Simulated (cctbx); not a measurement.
## MgNi4S5: precision against data quality

Space group R-3m (no. 166), a = 3.7920 Å, b = 3.7920 Å, c = 43.7260 Å, α = 90.00°, β = 90.00°, γ = 120.00°.

| atom | mult. | x | y | z | Ueq (Å²) |
| --- | --- | --- | --- | --- | --- |
| Ni1 | 6 | 1/3 | 2/3 | 0.0666 | 0.0119 |
| Ni2 | 6 | 2/3 | 1/3 | 0.1348 | 0.0145 |
| S1 | 6 | 2/3 | 1/3 | 0.2328 | 0.0182 |
| S2 | 6 | 0 | 0 | 0.2995 | 0.0160 |
| S3 | 3 | 1/3 | 2/3 | 1/6 | 0.0155 |
| Mg1 | 3 | 0 | 0 | 0 | 0.0168 |

The model is made up (kin elements in a known structure type, no relaxation), so it says nothing on whether the phase exists.

Five simulated data sets (cctbx; Ag Kα, λ = 0.56087 Å; 3 % proportional error) differ in resolution or exposure (noise floor 2 counts in the first three, 8 in the last two). Each is refined with the right model, isotropic at 1.1 Å and anisotropic otherwise. How do the figures of merit and the uncertainties move?

| d min (Å) | top counts | ⟨I/σ⟩ (unmerged, absences included) | unique | param. (scale apart) | Rint | R1 | GooF | largest s.u. xyz (fractional) | s.u. U of Mg1 (Å²) | largest error (Å) |
| --- | --- | --- | --- | --- | --- | --- | --- | --- | --- | --- |
| 1.1 | 20000 | 3.9 | 80 | 10 | 0.023 | 0.0114 | 0.91 | 0.00003 | 0.0009 | 0.0044 |
| 0.84 | 20000 | 3.4 | 165 | 16 | 0.026 | 0.0153 | 0.96 | 0.00003 | 0.0006 | 0.0009 |
| 0.6 | 20000 | 2.3 | 399 | 16 | 0.035 | 0.0197 | 0.89 | 0.00002 | 0.0004 | 0.0013 |
| 0.75 | 300 | 0.2 | 216 | 16 | 0.453 | 0.1106 | 0.95 | 0.00117 | 0.0435 | 0.0984 |
| 0.75 | 3000 | 1.1 | 216 | 16 | 0.095 | 0.0456 | 0.94 | 0.00022 | 0.0034 | 0.0223 |

The number of reflections grows roughly as 1/d³: 80, 165 and 399 here. R1 follows the noise rather than the truth: at 300 counts it is 0.1106, at 3000 counts 0.0456, while GooF is 0.95 and 0.94: the weights 1/σ² carry the noise. The s.u. of U (U11 where anisotropic) for Mg1 goes 0.0009, 0.0006, 0.0004 Å² with resolution and 0.0435, 0.0034 Å² with exposure.

Hardware for the 0.6 Å refinement: 0.55 s on 1 thread of Arm Neoverse N1, on a shared host, peak memory 0.09 GiB.
